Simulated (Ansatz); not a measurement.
# VZnGaSe4, from a guessed structure to a relaxed one

This structure for VZnGaSe4 is made up. Its elements were placed in a known structure type with a cell scaled to their sizes. What cell does the guess relax to, and how far off was it?

Main program and level: Ansatz 0.2.0; DFT, PBE, plane-wave PAW, files of the set soft_1, scalar-relativistic, ferromagnetic start, cell and ions relaxed at zero pressure; PAW set soft_1, in the first sound run; inputs show where later runs differ.

## 1. Set-up

The structure is tetragonal, space group I-4 (No. 82). The conventional cell has a = 5.571 Å, b = 5.571 Å, c = 10.779 Å, α = 90.00°, β = 90.00°, γ = 90.00°. Se has 1 Zn at 2.44 Å and 1 Ga at 2.46 Å and 1 V at 2.46 Å nearest. Ga has 4 Se at 2.46 Å nearest. Nearest to Zn lie 4 Se at 2.44 Å. V has 4 Se at 2.46 Å nearest. Farther neighbours and most contacts between anions are not listed.

## 2. Relaxing cell and atoms

The guess takes its coordinates from another compound and its volume from a rule, so the cell and any free coordinates are relaxed together.

input.yaml

```yaml
crystal:
  lattice:
    - [-2.7855, 2.7855, 5.3895]
    - [2.7855, -2.7855, 5.3895]
    - [2.7855, 2.7855, -5.3895]
  atoms:
    - { symbol: Se, position: [0.4051, 0.3665, 0.5022] }
    - { symbol: Se, position: [0.0971, 0.5949, 0.9614] }
    - { symbol: Se, position: [0.8643, 0.9029, 0.4978] }
    - { symbol: Se, position: [0.6335, 0.1357, 0.0386] }
    - { symbol: Ga, position: [0.0, 0.0, 0.0] }
    - { symbol: Zn, position: [0.5, 0.5, 0.0] }
    - { symbol: V, position: [0.25, 0.75, 0.5], spin: 2.0 }
magnetization:
  spin_polarized: true
kpoints:
  mp_grid: { grid: [7, 7, 7] }
scf:
  occupations: { method: fermi_dirac, width: 0.05 }
hamiltonian:
  xc: pbe
  pseudopotentials: { kind: paw, azcp: { folder: soft_1 } }
relax:
  f_tol: 0.015
  max_steps: 70
  cell: {}
output:
  forces: true
  stress: true
```

The run is started by

```console
$ ansatz run input.yaml --threads 4 --pin off --max-ram 10240MiB --backend cpu --events-out ev --progress --plain --runs-dir out
```

Numbers of over 12 decimals in the logs are rounded to 6 here.

The log of the run:

```text
Engine: ansatz 0.2.0, aarch64-unknown-linux-gnu
Pseudopotentials: kind: paw
Pseudopotential: Se, paw, valence charge 16, recommended cutoff 420 eV (normal), soft_1/Se.paw.azcp
Pseudopotential: Ga, paw, valence charge 13, recommended cutoff 420 eV (normal), soft_1/Ga.paw.azcp
Pseudopotential: Zn, paw, valence charge 12, recommended cutoff 420 eV (normal), soft_1/Zn.paw.azcp
Pseudopotential: V, paw, valence charge 13, recommended cutoff 420 eV (normal), soft_1/V.paw.azcp
Functional definition: PBE
  parameter kappa = 0.804
  parameter beta = 0.066725
  exchange = pbe_x(kappa = kappa, mu = beta*pi^2/3)
  correlation = pbe_c(beta = beta)
Crystal: 7 atoms, lattice volume = 167.269 Å³
Basis set: ecut = 420 eV, 3315 PW (Γ), exchange–correlation on 90×90×90 points (8 copies of the dense FFT grid, shifted against one another)
Bands: 63, of which v1, the nominal top of the filled ones, is band 51 counted from 1 (50 counted from 0)
Symmetry: 4 space group operations
Space group: I-4 (ITA 82), of the structure as read, at distance tolerance 5.5e-5 Å
Magnetic group: BNS 82.39 (UNI 699), of the structure as read, at distance tolerance 5.5e-5 Å
k-points: 52 of 343 (time reversal used)
Non-local potential: Se, projectors of the file, l = 0: 2, l = 1: 2, l = 2: 3, l = 3: 1
Non-local potential: Ga, projectors of the file, l = 0: 2, l = 1: 2, l = 2: 3, l = 3: 1
Non-local potential: Zn, projectors of the file, l = 0: 2, l = 1: 2, l = 2: 3, l = 3: 1
Non-local potential: V, projectors of the file, l = 0: 3, l = 1: 2, l = 2: 3, l = 3: 1
PAW form: soft (Blöchl's): semilocal exchange-correlation on the pseudo side does not see the compensation charge
PAW one-centre angular grid: Se, 590 points (default); XC on 64 Gauss nodes
PAW one-centre angular grid: Ga, 590 points (default); XC on 64 Gauss nodes
PAW one-centre angular grid: Zn, 590 points (default); XC on 64 Gauss nodes
PAW one-centre angular grid: V, 590 points (default); XC on 64 Gauss nodes
Initial density: superposition of atomic densities (chi_scale 0.1, normalization cell, long waves kept (reshape's long-wave potential 0.01 eV rms))
Starting moments: Σ|m| = 2 μB on 1 of 7 sites
Initial wavefunctions: pseudopotential atomic-orbital guess
Functional: x = pbe(κ = 0.804, μ = 0.219515), c = pbe(β = 0.066725)
SCF iter   1: F=—  HF=-31894.686621 eV  |F-HF|=—  |Δ(HF+E_count)|=         —  Δρ=2.97e-2 (↑2.97e-2 ↓2.20e-2)  dr2=6.41e0  dr2_m=1.68e-1  M=2.000 μB ∫|m|=2.347 μB  β_m=0.30  ethr=3.10e-3  ⟨swp⟩=6.0  Hψ=23320  notcnv=0  defer=2
Mixer restart at iter 1: flushing history
preconditioner: auto → Kerker (q_TF=auto, 2.512 Å⁻¹)  [metal: Δε(μ)=0.042 eV  Ē_g=10.569 eV  σ=0.050 eV  W_gap=0.21  n_scr=36 (ndim 8)  ℏωp=21.1 eV  f_vac=0.010  D(μ)=2.08/eV (n_scr^D=10)]
spin=Collinear: Kerker preconditioning applied to the charge; magnetization (m = ρ↑ − ρ↓) channel mixes plain (no charge-response kernel on spin).
SCF iter   2: F=—  HF=-31894.923068 eV  |F-HF|=—  |Δ(HF+E_count)|=   2.36e-1  Δρ=2.12e-2 (↑2.12e-2 ↓1.64e-2)  dr2=3.72e0  dr2_m=9.12e-2  M=2.000 μB ∫|m|=2.365 μB  β_m=0.62  ethr=3.10e-3  ⟨swp⟩=2.0  Hψ=8580  notcnv=0  defer=317
SCF iter   3: F=—  HF=-31894.601675 eV  |F-HF|=—  |Δ(HF+E_count)|=   3.21e-1  Δρ=5.75e-3 (↑5.75e-3 ↓5.45e-3)  dr2=4.64e-1  dr2_m=1.22e-3  M=2.000 μB ∫|m|=2.426 μB  β_m=0.61  ethr=3.10e-3  ⟨swp⟩=3.0  Hψ=9162  notcnv=0  defer=317
SCF iter   4: F=—  HF=-31894.450276 eV  |F-HF|=—  |Δ(HF+E_count)|=   1.51e-1  Δρ=3.90e-3 (↑3.90e-3 ↓2.85e-3)  dr2=6.39e-2  dr2_m=1.73e-3  M=2.000 μB ∫|m|=2.429 μB  β_m=0.70  ethr=4.55e-4  ⟨swp⟩=3.0  Hψ=11688  notcnv=0  defer=398
SCF iter   5: F=—  HF=-31894.524865 eV  |F-HF|=—  |Δ(HF+E_count)|=         —  Δρ=2.89e-3 (↑2.89e-3 ↓1.66e-3)  dr2=3.99e-2  dr2_m=9.17e-4  M=2.000 μB ∫|m|=2.387 μB  β_m=0.70  ethr=6.27e-5  ⟨swp⟩=2.0  Hψ=10213  notcnv=0  defer=398
Mixer restart at iter 5: flushing history
SCF iter   6: F=—  HF=-31894.535195 eV  |F-HF|=—  |Δ(HF+E_count)|=   1.03e-2  Δρ=1.17e-3 (↑1.17e-3 ↓1.07e-3)  dr2=6.37e-3  dr2_m=1.15e-4  M=2.000 μB ∫|m|=2.390 μB  β_m=0.67  ethr=3.91e-5  ⟨swp⟩=2.0  Hψ=12521  notcnv=0  defer=392
SCF iter   7: F=—  HF=-31894.534586 eV  |F-HF|=—  |Δ(HF+E_count)|=   6.08e-4  Δρ=6.79e-4 (↑6.79e-4 ↓6.42e-4)  dr2=3.74e-3  dr2_m=1.05e-5  M=2.000 μB ∫|m|=2.384 μB  β_m=0.69  ethr=6.25e-6  ⟨swp⟩=2.0  Hψ=10433  notcnv=0  defer=392
SCF iter   8: F=—  HF=-31894.535218 eV  |F-HF|=—  |Δ(HF+E_count)|=   6.32e-4  Δρ=3.19e-4 (↑3.19e-4 ↓3.02e-4)  dr2=8.42e-4  dr2_m=4.03e-6  M=2.000 μB ∫|m|=2.383 μB  β_m=0.69  ethr=3.67e-6  ⟨swp⟩=2.0  Hψ=8701  notcnv=0  defer=392
SCF iter   9: F=—  HF=-31894.535681 eV  |F-HF|=—  |Δ(HF+E_count)|=   4.63e-4  Δρ=1.82e-4 (↑1.82e-4 ↓1.50e-4)  dr2=3.74e-4  dr2_m=1.11e-6  M=2.000 μB ∫|m|=2.383 μB  β_m=0.85  ethr=8.26e-7  ⟨swp⟩=2.0  Hψ=8981  notcnv=0  defer=392
SCF iter  10: F=—  HF=-31894.535854 eV  |F-HF|=—  |Δ(HF+E_count)|=   1.73e-4  Δρ=1.34e-4 (↑1.34e-4 ↓9.10e-5)  dr2=8.71e-5  dr2_m=1.98e-6  M=2.000 μB ∫|m|=2.382 μB  β_m=0.81  ethr=3.67e-7  ⟨swp⟩=2.0  Hψ=9541  notcnv=0  defer=392
SCF iter  11: F=—  HF=-31894.535899 eV  |F-HF|=—  |Δ(HF+E_count)|=   4.46e-5  Δρ=1.01e-4 (↑1.01e-4 ↓5.09e-5)  dr2=4.04e-5  dr2_m=1.26e-6  M=2.000 μB ∫|m|=2.382 μB  β_m=0.69  ethr=8.54e-8  ⟨swp⟩=2.0  Hψ=9353  notcnv=0  defer=392
SCF iter  12: F=—  HF=-31894.535905 eV  |F-HF|=—  |Δ(HF+E_count)|=   6.24e-6  Δρ=1.32e-5 (↑1.32e-5 ↓1.27e-5)  dr2=1.69e-6  dr2_m=6.15e-9  M=2.000 μB ∫|m|=2.382 μB  β_m=0.85  ethr=3.96e-8  ⟨swp⟩=2.0  Hψ=11040  notcnv=0  defer=392
SCF iter  13: F=—  HF=-31894.535907 eV  |F-HF|=—  |Δ(HF+E_count)|=   1.86e-6  Δρ=3.68e-6 (↑3.68e-6 ↓3.63e-6)  dr2=2.09e-7  dr2_m=2.30e-10  M=2.000 μB ∫|m|=2.382 μB  β_m=0.76  ethr=1.66e-9  ⟨swp⟩=2.0  Hψ=8878  notcnv=0  defer=392
SCF iter  14: F=—  HF=-31894.535907 eV  |F-HF|=—  |Δ(HF+E_count)|=   8.52e-8  Δρ=3.77e-6 (↑3.77e-6 ↓2.30e-6)  dr2=1.34e-7  dr2_m=1.47e-9  M=2.000 μB ∫|m|=2.382 μB  β_m=0.68  ethr=2.05e-10  ⟨swp⟩=2.0  Hψ=11752  notcnv=0  defer=392
SCF iter  15: F=-31894.535907 eV  HF=-31894.535907 eV  |F-HF|=2.10e-8  |Δ(HF+E_count)|=   1.25e-8  Δρ=2.34e-6 (↑2.34e-6 ↓1.29e-6)  dr2=4.11e-8  dr2_m=7.17e-10  M=2.000 μB ∫|m|=2.382 μB  ethr=9.80e-11  ⟨swp⟩=4.0  Hψ=19539  notcnv=0
SCF 1 converged in 15 iterations: F = -31894.535907 eV  dr2 = 4.11e-8
  greatest PAW one-centre occupation: 1.000 electrons in one spin orbital (limit 2), on the Se atom at site 3 (counted from 0), in its partial waves of l = 2
[...]
Basis set: ecut = 420 eV, 3491 PW (Γ), exchange–correlation on 96×96×96 points (8 copies of the dense FFT grid, shifted against one another)
Initial wavefunctions: pseudopotential atomic-orbital guess (no wavefunctions were taken with the density)
iter 1 solved again at ethr=4.93e-7 eV; its pass at ethr=3.10e-3 eV (dr2=5.03e-4 eV) is discarded
SCF iter   1: F=—  HF=-31894.608869 eV  |F-HF|=—  |Δ(HF+E_count)|=         —  Δρ=5.57e-4 (↑5.57e-4 ↓5.27e-4)  dr2=9.00e-5  dr2_m=4.15e-6  M=1.999 μB ∫|m|=2.351 μB  β_m=0.65  ethr=4.93e-7  ⟨swp⟩=3.0  Hψ=39934  notcnv=0
preconditioner: auto → Resta (q_TF=auto, 2.487 Å⁻¹)  ε∞=4.5  [insulator: Δε(μ)=0.385 eV  Ē_g=11.005 eV  σ=0.050 eV  W_gap=0.95  n_scr=36 (ndim 8)  ℏωp=20.5 eV  f_vac=0.102  D(μ)=0.07/eV (n_scr^D=0)  ε∞_Penn≈4.5]
spin=Collinear: Resta preconditioning applied to the charge; magnetization (m = ρ↑ − ρ↓) channel mixes plain (no charge-response kernel on spin).
SCF iter   2: F=—  HF=-31894.652272 eV  |F-HF|=—  |Δ(HF+E_count)|=   4.34e-2  Δρ=2.06e-4 (↑2.06e-4 ↓1.96e-4)  dr2=2.21e-5  dr2_m=5.70e-7  M=1.999 μB ∫|m|=2.350 μB  β_m=0.55  ethr=8.82e-8  ⟨swp⟩=2.1  Hψ=9303  notcnv=0
SCF iter   3: F=—  HF=-31894.657463 eV  |F-HF|=—  |Δ(HF+E_count)|=   5.19e-3  Δρ=9.33e-5 (↑9.33e-5 ↓8.83e-5)  dr2=4.08e-6  dr2_m=1.34e-7  M=1.999 μB ∫|m|=2.350 μB  β_m=0.64  ethr=2.17e-8  ⟨swp⟩=2.2  Hψ=9620  notcnv=0
SCF iter   4: F=—  HF=-31894.658729 eV  |F-HF|=—  |Δ(HF+E_count)|=   1.27e-3  Δρ=3.52e-5 (↑3.52e-5 ↓3.35e-5)  dr2=2.02e-6  dr2_m=1.85e-8  M=1.999 μB ∫|m|=2.350 μB  β_m=0.68  ethr=4.00e-9  ⟨swp⟩=2.0  Hψ=9371  notcnv=0
SCF iter   5: F=—  HF=-31894.658876 eV  |F-HF|=—  |Δ(HF+E_count)|=   1.48e-4  Δρ=7.43e-6 (↑7.43e-6 ↓6.83e-6)  dr2=3.37e-7  dr2_m=1.03e-9  M=1.999 μB ∫|m|=2.350 μB  β_m=0.72  ethr=1.98e-9  ⟨swp⟩=2.0  Hψ=8517  notcnv=0
SCF iter   6: F=—  HF=-31894.658880 eV  |F-HF|=—  |Δ(HF+E_count)|=   3.77e-6  Δρ=3.32e-6 (↑3.32e-6 ↓3.09e-6)  dr2=8.54e-8  dr2_m=3.80e-10  M=1.999 μB ∫|m|=2.350 μB  β_m=0.79  ethr=3.30e-10  ⟨swp⟩=2.0  Hψ=9394  notcnv=0
SCF iter   7: F=—  HF=-31894.658881 eV  |F-HF|=—  |Δ(HF+E_count)|=   7.24e-7  Δρ=1.27e-6 (↑1.27e-6 ↓1.06e-6)  dr2=6.09e-9  dr2_m=1.59e-10  M=1.999 μB ∫|m|=2.350 μB  β_m=0.71  ethr=8.37e-11  ⟨swp⟩=2.0  Hψ=9567  notcnv=0
SCF iter   8: F=—  HF=-31894.658881 eV  |F-HF|=—  |Δ(HF+E_count)|=   7.78e-9  Δρ=8.21e-7 (↑8.21e-7 ↓6.30e-7)  dr2=2.43e-9  dr2_m=6.27e-11  M=1.999 μB ∫|m|=2.350 μB  β_m=0.83  ethr=5.97e-12  ⟨swp⟩=2.0  Hψ=9360  notcnv=0
SCF iter   9: F=—  HF=-31894.658861 eV  |F-HF|=—  |Δ(HF+E_count)|=   2.00e-5  Δρ=1.39e-6 (↑1.39e-6 ↓1.06e-6)  dr2=9.67e-9  dr2_m=5.82e-10  M=1.999 μB ∫|m|=2.350 μB  β_m=0.83  ethr=2.38e-12  ⟨swp⟩=3.1  Hψ=14262  notcnv=0
SCF iter  10: F=—  HF=-31894.658861 eV  |F-HF|=—  |Δ(HF+E_count)|=   4.57e-8  Δρ=1.06e-6 (↑1.06e-6 ↓7.73e-7)  dr2=5.78e-9  dr2_m=3.22e-10  M=1.999 μB ∫|m|=2.350 μB  β_m=0.92  ethr=2.38e-12  ⟨swp⟩=2.0  Hψ=8894  notcnv=0
SCF iter  11: F=—  HF=-31894.658861 eV  |F-HF|=—  |Δ(HF+E_count)|=   4.40e-8  Δρ=4.75e-7 (↑4.75e-7 ↓3.28e-7)  dr2=1.24e-9  dr2_m=4.72e-11  M=1.999 μB ∫|m|=2.350 μB  β_m=0.78  ethr=2.38e-12  ⟨swp⟩=3.0  Hψ=12909  notcnv=0
SCF iter  12: F=—  HF=-31894.658861 eV  |F-HF|=—  |Δ(HF+E_count)|=   6.73e-9  Δρ=6.89e-8 (↑6.23e-8 ↓6.89e-8)  dr2=4.12e-11  dr2_m=2.71e-13  M=1.999 μB ∫|m|=2.350 μB  β_m=0.89  ethr=1.21e-12  ⟨swp⟩=2.0  Hψ=11912  notcnv=0
SCF iter  13: F=—  HF=-31894.658861 eV  |F-HF|=—  |Δ(HF+E_count)|=  4.00e-11  Δρ=5.04e-8 (↑5.04e-8 ↓4.05e-8)  dr2=1.60e-11  dr2_m=2.39e-13  M=1.999 μB ∫|m|=2.350 μB  β_m=0.89  ethr=1.00e-12  ⟨swp⟩=1.5  Hψ=6605  notcnv=0
SCF iter  14: F=-31894.658861 eV  HF=-31894.658861 eV  |F-HF|=5.09e-11  |Δ(HF+E_count)|=  4.00e-11  Δρ=6.24e-8 (↑6.24e-8 ↓4.48e-8)  dr2=3.08e-11  dr2_m=6.21e-13  M=1.999 μB ∫|m|=2.350 μB  ethr=1.00e-12  ⟨swp⟩=3.0  Hψ=23464  notcnv=0
SCF 6 converged in 14 iterations: F = -31894.658861 eV  dr2 = 3.08e-11
relax step   6: F+E_penalty+E_count = -31894.65886093 eV  Δ(F+E_penalty+E_count) = -2.928e-3 eV  max|allowed force component| = 1.709e-3 eV/Å  Δτ_max = 0.0000 Å  P = -0.001 GPa  Ω = 177.785 Å³  stress off target by 1.71e-2 GPa  SCF on the basis re-selected at this cell (its energy is not comparable with the rows above)  (14 SCF iters)
basis re-selected at this cell: Δ(F+E_penalty+E_count) = -2.928e-3 eV, ΔP = +0.002 GPa vs the last step (what re-selecting the basis moved, of the pressure what is left beyond the Pulay correction that the steps carried, after the strain that the cell walked since its last selection, with what the two solves' SCF thresholds leave and, on support functions, any second-order correction that the steps lacked; it is no measure of the basis error at this ecutwfc). The dense FFT grid was sized anew with the basis: this SCF ran on 48×48×48 points, the steps before it on 45×45×45, so part of this shift can come from that change (see relax.cell in the input reference). [rest of the remark cut]
SCF converged after 14 iterations
Magnetization: 1.9990 μB (51.9995 up, 50.0005 down)
Absolute magnetization: 2.3442 μB (∫|ρ↑−ρ↓|, with the PAW one-centre terms)
Spin contamination: 0.0459 ħ² per cell (⟨S²⟩ above its minimum at these occupations)
Per-site moments (μB) at R_I (Å): [(-0.026576, 1.004349), (-0.026576, 1.004349), (-0.026576, 1.004349), (-0.026576, 1.004349), (0.036245, 1.014830), (0.017025, 1.029059), (1.682384, 1.004349)]
Free energy (F): -31894.658861 eV
Harris-Foulkes:  -31894.658861 eV  (|F-HF|=5.09e-11)
Internal energy: -31894.657659 eV  (E = F + TS)
E sigma→0 (E₀):  -31894.658260 eV
Entropy (-TS):   -0.001201 eV (-0.172 meV/atom)
Fermi energy:    7.059470 eV
--- Per-component energies (eV) ---
  E_band       = -1968.833956
  E_kinetic    = 993.545964
  E_local      = -16671.172449  (includes V_loc(G=0)·N_el)
  E_nonlocal   = -605.425776
  E_hartree    = 8359.828963
  E_xc         = -594.151785
  E_vxc        = -609.711335  (∫ρ·V_xc dr)
  E_paw        = -13537.712717  (= ΣΔE_a)
  E_vpaw       = -1795.727150  (= ΣTr[D̂ρ^β])
  E_aug_tail   = -0.000842  (compensation charges beyond the density's cutoff)
  E_ewald      = -9839.569017
  E_smearing   = -0.001201  (= −TS)
  E_closure    = 0.000000  (closes the sum)
  Σ components = -31894.658861   (vs F -31894.658861, Δ=0.00e0)
--- Forces (eV/Å), atoms counted from 1 ---
  atom   1  Se     0.00170932    -0.00115755     0.00058839
  atom   2  Se     0.00115755     0.00170932    -0.00058839
  atom   3  Se    -0.00170932     0.00115755     0.00058839
  atom   4  Se    -0.00115755    -0.00170932    -0.00058839
  atom   5  Ga     0.00000000     0.00000000     0.00000000
  atom   6  Zn    -0.00000000     0.00000000     0.00000000
  atom   7  V      0.00000000     0.00000000     0.00000000
  max |Σ_I F_I| component: 7.78e-17 eV/Å
--- Stress (GPa, compression-positive) ---
       -0.009994       0.000000      -0.000000
       -0.000000      -0.009994      -0.000000
       -0.000000      -0.000000       0.017056
  P = ⅓ Tr σ = -0.0010 GPa (-0.010 kbar)
--- Relaxed structure (5 steps of the walk, 5 accepted, 1 SCFs on fresh bases) ---
  F+E_penalty+E_count = -31894.65886093 eV   max|allowed force component| = 1.709e-3 eV/Å   (the final SCF, on the basis selected at the relaxed cell)
  cell:  # Å, volume = 177.7850 Å³
    - [-2.809831, 2.809831, 5.629566]
    - [2.809831, -2.809831, 5.629566]
    - [2.809831, 2.809831, -5.629566]
  atoms:
    - { symbol: Se, position: [0.384789, 0.372528, 0.494588] }
    - { symbol: Se, position: [0.109799, 0.615211, 0.987739] }
    - { symbol: Se, position: [0.877940, 0.890201, 0.505412] }
    - { symbol: Se, position: [0.627472, 0.122060, 0.012261] }
    - { symbol: Ga, position: [0, 0, 1.0008789960632742e-19] }
    - { symbol: Zn, position: [0.500000, 0.500000, -1.8062676233676623e-18] }
    - { symbol: V, position: [0.250000, 0.75, 0.500000] }
```

Wall time 4 min (4 threads of Arm Neoverse V1, shared host); peak memory 1.2 GiB; 16 min of CPU time.

The steps of the relaxation:

| step | energy less that of the first step (eV) | largest force component (eV/Å) | pressure (GPa) | volume (Å³) |
| --- | --- | --- | --- | --- |
| 1 | 0.0000 | 0.4091 | 1.29 | 167.27 |
| 2 | -0.1089 | 0.1347 | -0.25 | 180.02 |
| 3 | -0.1193 | 0.0387 | 0.04 | 177.88 |
| 4 | -0.1199 | 0.0082 | 0.00 | 177.83 |
| 5 | -0.1200 | 0.0015 | 0.00 | 177.79 |
| 6* | -0.1230 | 0.0017 | 0.00 | 177.79 |

Relaxation steps marked * repeat the geometry before them on a plane-wave basis chosen anew for their cell, so energy and pressure can jump there.

Forces are held to the 4 operations that the run works with; a distortion that breaks them can't arise in this run.

| conventional cell, symmetrised | before | after | change |
| --- | --- | --- | --- |
| a (Å) | 5.571 | 5.620 | +0.9 % |
| b (Å) | 5.571 | 5.620 | +0.9 % |
| c (Å) | 10.779 | 11.259 | +4.5 % |
| volume (Å³/atom) | 23.90 | 25.40 | +6.3 % |

The atoms that moved most (Å, as changes of fractional coordinates times the final cell):

| atom | dx | dy | dz | length |
| --- | --- | --- | --- | --- |
| Se3 | -0.053 | 0.095 | -0.038 | 0.115 |
| Se4 | -0.095 | -0.053 | 0.038 | 0.115 |
| Se1 | 0.053 | -0.095 | -0.038 | 0.115 |
| Se2 | 0.095 | 0.053 | 0.038 | 0.115 |

This step gave:

* free energy: -31894.6589 eV
* energy at zero smearing: -31894.6583 eV
* smearing term TS: 0.001201 eV
* Fermi energy: 7.059 eV
* gap by band count: 0.3836 eV
* magnetization: 1.999 μB
* absolute magnetization: 2.344 μB
* site moments: -0.02658, -0.02658, -0.02658, -0.02658, 0.03624, 0.01703, 1.682 μB
* electrons: 102
* symmetry operations: 4
* pressure: -9.77e-4 GPa

Site moment by atom:

| atom | site moment (μB) |
| --- | --- |
| Se1 | -0.03 |
| Se2 | -0.03 |
| Se3 | -0.03 |
| Se4 | -0.03 |
| Ga5 | 0.04 |
| Zn6 | 0.02 |
| V7 | 1.68 |

The shortest distance of each pair, which need not be the same contact before and after:

| pair | guess (Å) | relaxed (Å) |
| --- | --- | --- |
| Se–V | 2.459 | 2.435 |
| Ga–Se | 2.459 | 2.460 |
| Se–Zn | 2.445 | 2.495 |
| Se–Se | 3.576 | 3.828 |
| Ga–Zn | 3.939 | 3.974 |

The relaxation ends with a largest force component of 0.0017 eV/Å and a pressure of 0.00 GPa.

(Continued in part 2 of 2.)

[Logs are printed without paths, hosts, clocks, repeated set-up lines and the standing remarks that a program may print on its own settings, such as how far it seeks lower states.]

[Hosts, paths, dates, database ids (printed as entryN), source tags and the programs' standing remarks are cut or masked in the printed files.]
